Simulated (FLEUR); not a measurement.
# Magnetic state of Eu from several starts, part 2 of 2

A self-consistent run ends on one state, which hangs on the start. Several orders of Eu are started in FLEUR and their energies compared.

FLEUR MaX-R8.1; PBE with U = 6 eV on Eu f; all-electron FLAPW, Dirac cores, scalar-relativistic bands.

So far, largest spin moment in the muffin-tin sphere (μB): step 2 (order 1, typed as ferro +) 7.04; step 3 (order 2, typed as antiferro q=(1/2,1/2,1/2) +-) 6.99.

The database entry behind the starting cell differs from later determinations by our own check (about 0.5 % long), so it need not match the best structure at ambient conditions.

## 4. Start 3: antiferro q=(0,0,1/2) +-

Reversing part of the moments tests the sign of the couplings between them.

This order needs a doubled cell of 2 atoms. The mesh is halved along the doubled vector, so that both cells sample the same points. The k list default-1 (kpts.xml, not shown) is a Γ-centred 10×10×5 mesh.

Contents of inp.xml:

```
<?xml version="1.0" encoding="UTF-8" standalone="no"?>
<fleurInput fleurInputVersion="0.39">
   <comment>
      Eu
   </comment>
   <calculationSetup>
      <cutoffs Kmax="3.6" Gmax="10.8" GmaxXC="10.8" numbands="0"/>
      <scfLoop itmax="120" minDistance="0.0001" maxIterBroyd="15" imix="Anderson" alpha="0.05" precondParam="0.0" spinf="2.0" sdNocoIR="T"/>
      <coreElectrons ctail="T" frcor="F" kcrel="0" coretail_lmax="0"/>
      <xcFunctional name="pbe" relativisticCorrections="F"/>
      <magnetism jspins="2"/>
      <soc l_soc="F" theta="0.0" phi="0.0" spav="F"/>
      <expertModes spex="0" secvar="F"/>
      <geometryOptimization l_f="F" forcealpha="1.0" forcemix="BFGS" epsdisp="0.00001" epsforce="0.00001"/>
      <ldaU l_linMix="F" mixParam="0.05" spinf="1.0"/>
   </calculationSetup>
   <cell>
      <bzIntegration valenceElectrons="34.0" mode="hist" fermiSmearingEnergy="0.00183747">
         <kPointListSelection listName="default-1"/>
         <xi:include xmlns:xi="http://www.w3.org/2001/XInclude" href="kpts.xml"> </xi:include>
      </bzIntegration>
      <xi:include xmlns:xi="http://www.w3.org/2001/XInclude" href="sym.xml"> </xi:include>
      <bulkLattice scale="1.0">
         <bravaisMatrix>
            <row-1>   -4.3520392649537998     4.3520392649537998     4.3520392649537998</row-1>
            <row-2>    4.3520392649537998    -4.3520392649537998     4.3520392649537998</row-2>
            <row-3>    8.7040785299075996     8.7040785299075996    -8.7040785299075996</row-3>
         </bravaisMatrix>
      </bulkLattice>
   </cell>
   <atomSpecies>
      <species name="Europium (7.000" element="Eu" atomicNumber="63">
         <mtSphere radius="2.8" gridPoints="925" logIncrement="0.014"/>
         <atomicCutoffs lmax="10" lnonsphr="8"/>
         <electronConfig flipSpins="F">
            <coreConfig>(1s1/2) (2s1/2) (2p1/2) (2p3/2) (3s1/2) (3p1/2) (3p3/2) (4s1/2) (3d3/2) (3d5/2) (4p1/2) (4p3/2) (4d3/2) (4d5/2)</coreConfig>
            <valenceConfig>(5s1/2) (5p1/2) (5p3/2) (6s1/2) (4f5/2) (4f7/2)</valenceConfig>
            <stateOccupation state="(4f5/2)" spinUp="3.0" spinDown="0.0"/>
            <stateOccupation state="(4f7/2)" spinUp="4.0" spinDown="0.0"/>
         </electronConfig>
         <energyParameters s="6" p="6" d="5" f="4"/>
         <ldaU l="3" U="6.0" J="0.0" l_amf="F"/>
         <lo type="SCLO" l="0" n="5" eDeriv="0"/>
         <lo type="SCLO" l="1" n="5" eDeriv="0"/>
      </species>
      <species name="Europium (-7.000" element="Eu" atomicNumber="63">
         <mtSphere radius="2.8" gridPoints="925" logIncrement="0.014"/>
         <atomicCutoffs lmax="10" lnonsphr="8"/>
         <electronConfig flipSpins="F">
            <coreConfig>(1s1/2) (2s1/2) (2p1/2) (2p3/2) (3s1/2) (3p1/2) (3p3/2) (4s1/2) (3d3/2) (3d5/2) (4p1/2) (4p3/2) (4d3/2) (4d5/2)</coreConfig>
            <valenceConfig>(5s1/2) (5p1/2) (5p3/2) (6s1/2) (4f5/2) (4f7/2)</valenceConfig>
            <stateOccupation state="(4f5/2)" spinUp="0.0" spinDown="3.0"/>
            <stateOccupation state="(4f7/2)" spinUp="0.0" spinDown="4.0"/>
         </electronConfig>
         <energyParameters s="6" p="6" d="5" f="4"/>
         <ldaU l="3" U="6.0" J="0.0" l_amf="F"/>
         <lo type="SCLO" l="0" n="5" eDeriv="0"/>
         <lo type="SCLO" l="1" n="5" eDeriv="0"/>
      </species>
   </atomSpecies>
   <atomGroups>
      <atomGroup species="Europium (7.000">
         <relPos label="                   1">.0000000000 .0000000000 .0000000000</relPos>
         <force calculate="T" relaxXYZ="TTT"/>
      </atomGroup>
      <atomGroup species="Europium (-7.000">
         <relPos label="                   2">.0000000000 .0000000000 1.000/2.000</relPos>
         <force calculate="T" relaxXYZ="TTT"/>
      </atomGroup>
   </atomGroups>
   <output dos="F" band="F" slice="F">
      <bandDOS minEnergy="-.5*Htr" maxEnergy="0.5*Htr" sigma="0.015" storeEVData="T"/>
      <plotting iplot="0" polar="F">
         <plot TwoD="T" vec1="  1.0  0.0  0.0" vec2="  0.0  1.0  0.0" vec3="  0.0  0.0  1.0" zero="  0.0  0.0  0.0" file="plot"/>
      </plotting>
      <moessbauerParams electricFieldGradient="F" isomerShift="F" coreHyperfine="F" valenceHyperfine="F"/>
   </output>
</fleurInput>
```

Contents of crystal.txt:

```
Eu
&input film=F cartesian=F /
-2.30300000000  2.30300000000  2.30300000000
2.30300000000  -2.30300000000  2.30300000000
4.60600000000  4.60600000000  -4.60600000000
1.8897261246
1.0 1.0 1.0

2
63 0.00000000000  0.00000000000  0.00000000000 : 7.000
63 0.00000000000  0.00000000000  0.50000000000 : -7.000

&kpt div1=10 div2=10 div3=5 gamma=T /
```

On the command line:

```sh
> OMP_NUM_THREADS=1 inpgen -f crystal.txt > inpgen.log  # inp.xml is then edited as shown
> OMP_NUM_THREADS=1 mpirun -n 4 fleur_MPI > fleur.log
```

Log:

```text
[banner, memory and clock lines left out]
Welcome to FLEUR        (www.flapw.de)
      MaX-Release 8.1          (www.max-centre.eu)

 ========== k-point set info ==========
 Selected k-point list: default-1
 k-point list type: mesh
 0 x 0 x 0
 Number of k points: 144

 [... set-up left out ...]
 Iteration:     1   Distance:       2.71297078 me/bohr^3
 Iteration:     2   Distance:       2.57294076 me/bohr^3
 Iteration:     3   Distance:       0.42508914 me/bohr^3
 Iteration:     4   Distance:       0.13409496 me/bohr^3
 Iteration:     5   Distance:       0.13214090 me/bohr^3
[...]
[... left out ...]
            <freeEnergy value="-21704.9503388071"/>
            <extrapolationTo0K value="-21704.9500635376"/>
         </totalEnergy>
         [... left out ...]
         <ldaUDensityMatrixConvergence>
            <distance spin="1" distance="0.000000"/>
            <distance spin="2" distance="0.000000"/>
         </ldaUDensityMatrixConvergence>
         <densityConvergence units="me/bohr^3">
            <chargeDensity spin="1" distance="0.0000302255"/>
            <chargeDensity spin="2" distance="0.0000302252"/>
            <overallChargeDensity distance="0.0000257589"/>
            <spinDensity distance="0.0000546878"/>
         </densityConvergence>
      </iteration>
```

Run time: 2 min. Hardware: 4 MPI ranks of Arm Neoverse V1, shared host; peak memory 0.36 GiB; 8 min of CPU time.

Spin moment in the muffin-tin sphere by atom:

| atom | spin moment in the muffin-tin sphere (μB) |
| --- | --- |
| Eu1 | 7.02 |
| Eu2 | -7.02 |

This step gave:

```yaml
free_energy: -590621.7871 eV
program_s_band_gap_on_this_mesh_in_a_metal_only_a_level_spacing: 1.00e-10 eV
magnetization: 0 μB
final_state: antiferromagnetic
```

It lies 0.956 meV a seeded atom over the first start, and its largest moment is 7.02 μB against 7.04 μB.

## 5. Start 4: no spin polarisation

A spinless run shows what the cell costs with no moments; under a U that can hold a penalty on part-filled orbitals beside the lost exchange.

The k list default-1 (kpts.xml, not shown) is a Γ-centred 10×10×10 mesh.

Contents of inp.xml:

```
<?xml version="1.0" encoding="UTF-8" standalone="no"?>
<fleurInput fleurInputVersion="0.39">
   <comment>
      Eu
   </comment>
   <calculationSetup>
      <cutoffs Kmax="3.6" Gmax="10.8" GmaxXC="10.8" numbands="0"/>
      <scfLoop itmax="120" minDistance="0.0001" maxIterBroyd="15" imix="Anderson" alpha="0.05" precondParam="0.0" spinf="2.0" sdNocoIR="T"/>
      <coreElectrons ctail="T" frcor="F" kcrel="0" coretail_lmax="0"/>
      <xcFunctional name="pbe" relativisticCorrections="F"/>
      <magnetism jspins="1"/>
      <soc l_soc="F" theta="0.0" phi="0.0" spav="F"/>
      <expertModes spex="0" secvar="F"/>
      <geometryOptimization l_f="F" forcealpha="1.0" forcemix="BFGS" epsdisp="0.00001" epsforce="0.00001"/>
      <ldaU l_linMix="F" mixParam="0.05" spinf="1.0"/>
   </calculationSetup>
   <cell>
      <bzIntegration valenceElectrons="17.0" mode="hist" fermiSmearingEnergy="0.00183747">
         <kPointListSelection listName="default-1"/>
         <xi:include xmlns:xi="http://www.w3.org/2001/XInclude" href="kpts.xml"> </xi:include>
      </bzIntegration>
      <xi:include xmlns:xi="http://www.w3.org/2001/XInclude" href="sym.xml"> </xi:include>
      <bulkLattice scale="1.0">
         <bravaisMatrix>
            <row-1>   -4.3520392649537998     4.3520392649537998     4.3520392649537998</row-1>
            <row-2>    4.3520392649537998    -4.3520392649537998     4.3520392649537998</row-2>
            <row-3>    4.3520392649537998     4.3520392649537998    -4.3520392649537998</row-3>
         </bravaisMatrix>
      </bulkLattice>
   </cell>
   <atomSpecies>
      <species name="Europium (Eu)" element="Eu" atomicNumber="63">
         <mtSphere radius="2.8" gridPoints="925" logIncrement="0.014"/>
         <atomicCutoffs lmax="10" lnonsphr="8"/>
         <electronConfig flipSpins="F">
            <coreConfig>(1s1/2) (2s1/2) (2p1/2) (2p3/2) (3s1/2) (3p1/2) (3p3/2) (4s1/2) (3d3/2) (3d5/2) (4p1/2) (4p3/2) (4d3/2) (4d5/2)</coreConfig>
            <valenceConfig>(5s1/2) (5p1/2) (5p3/2) (6s1/2) (4f5/2) (4f7/2)</valenceConfig>
            <stateOccupation state="(4f5/2)" spinUp="1.500000" spinDown="1.500000"/>
            <stateOccupation state="(4f7/2)" spinUp="2.000000" spinDown="2.000000"/>
         </electronConfig>
         <energyParameters s="6" p="6" d="5" f="4"/>
         <ldaU l="3" U="6.0" J="0.0" l_amf="F"/>
         <lo type="SCLO" l="0" n="5" eDeriv="0"/>
         <lo type="SCLO" l="1" n="5" eDeriv="0"/>
      </species>
   </atomSpecies>
   <atomGroups>
      <atomGroup species="Europium (Eu)">
         <relPos label="                   1">.0000000000 .0000000000 .0000000000</relPos>
         <force calculate="T" relaxXYZ="TTT"/>
      </atomGroup>
   </atomGroups>
   <output dos="F" band="F" slice="F">
      <bandDOS minEnergy="-.5*Htr" maxEnergy="0.5*Htr" sigma="0.015" storeEVData="T"/>
      <plotting iplot="0" polar="F">
         <plot TwoD="T" vec1="  1.0  0.0  0.0" vec2="  0.0  1.0  0.0" vec3="  0.0  0.0  1.0" zero="  0.0  0.0  0.0" file="plot"/>
      </plotting>
      <moessbauerParams electricFieldGradient="F" isomerShift="F" coreHyperfine="F" valenceHyperfine="F"/>
   </output>
</fleurInput>
```

Contents of crystal.txt:

```
Eu
&input film=F cartesian=F /
-2.30300000000  2.30300000000  2.30300000000
2.30300000000  -2.30300000000  2.30300000000
2.30300000000  2.30300000000  -2.30300000000
1.8897261246
1.0 1.0 1.0

1
63 0.00000000000  0.00000000000  0.00000000000

&kpt div1=10 div2=10 div3=10 gamma=T /
```

Log:

```text
[banner, memory and clock lines left out]
Welcome to FLEUR        (www.flapw.de)
      MaX-Release 8.1          (www.max-centre.eu)

 ========== k-point set info ==========
 Selected k-point list: default-1
 k-point list type: mesh
 0 x 0 x 0
 Number of k points: 48

 [... set-up left out ...]
 no density matrix found ... skipping LDA+U
 Reset of history
 Iteration:     1   Distance:      74.90554361 me/bohr^3
 Iteration:     2   Distance:      54.86610045 me/bohr^3
 Iteration:     3   Distance:      66.78137494 me/bohr^3
 Iteration:     4   Distance:      70.12094326 me/bohr^3
[...]
<sumOfEigenvalues value="    -6683.8102444511">
               <coreElectrons value="-6679.5374127104"/>
               <valenceElectrons value="-4.2728317407"/>
            </sumOfEigenvalues>
         [... left out ...]
            <freeEnergy value="-10852.1018976254"/>
            <extrapolationTo0K value="-10852.0995367658"/>
         </totalEnergy>
         [... left out ...]
         <ldaUDensityMatrixConvergence>
            <distance spin="1" distance="0.000001"/>
         </ldaUDensityMatrixConvergence>
         <densityConvergence units="me/bohr^3">
            <chargeDensity spin="1" distance="0.0000102692"/>
         </densityConvergence>
      </iteration>
```

Elapsed: 16 s, on 4 MPI ranks; peak memory 0.18 GiB; 65 s of CPU time.

This step gave:

```
free energy                                                       : -295300.7363 eV
program's band gap on this mesh (in a metal only a level spacing) : 9.52e-5 eV
final state                                                       : non-magnetic (no spin polarisation)
```

It lies 10158 meV a seeded atom over the first start.

## 6. Ranking

Free energies are divided by the number of seeded atoms, so that cells of unlike size compare. Wavevectors q in the names are fractions of the primitive cell's reciprocal vectors.

Orders:

| start | final state | typed order kept | energy over the lowest (meV a seeded atom) | largest sphere moment (μB) | net moment (μB a primitive cell) | mesh matched | CPU time (s) |
| --- | --- | --- | --- | --- | --- | --- | --- |
| ferro + | ferromagnetic | yes | 0 | 7.042 | 7.364 | yes | 63.81 |
| antiferro q=(1/2,1/2,1/2) +- | antiferromagnetic | yes | 12.75 | 6.989 | 0 | yes | 195.9 |
| antiferro q=(0,0,1/2) +- | antiferromagnetic | yes | 0.9555 | 7.017 | 0 | yes | 480.1 |
| no spin polarisation | non-magnetic | - | 10158 | 0 | 0 | yes | 65.03 |

## 7. What came out

```yaml
lowest_state_found: ferromagnetic (typed ferro +)
largest_site_spin_moment: 7.04 μB
next_finished_state: antiferromagnetic, 0.956 meV a seeded atom higher
spinless_run_over_the_lowest_under_a_u_no_clean_measure_of_the_moments: 10158 meV a seeded atom
```

What this shows: The lowest state found is ferromagnetic, reached from the start ferro +, with moments up to 7.04 μB. The two lowest states lie so close that the mesh, the functional or spin–orbit coupling could swap them. Under a U a spinless run can be left with part-filled orbitals, which the U penalises, or fall into a low-spin state, so its energy is no clean measure of what the moments gain. Only 4 starts were tried; other patterns of signs, canted and longer-period orders were not. The f shell is half filled, so the spin-only picture is fair.

[Logs and program files are shortened in this print: banners, set-up blocks, solver, clock and traceback lines can be left out without a mark of their own.]

[Logs are printed without paths, hosts, clocks, repeated set-up lines and the standing remarks that a program may print on its own settings, such as how far it seeks lower states.]

[Hosts, paths, dates, database ids (printed as entryN), source tags and the programs' standing remarks are cut or masked in the printed files.]

[Where a cell is said to come from a database of computed structures, the database is the Materials Project.]
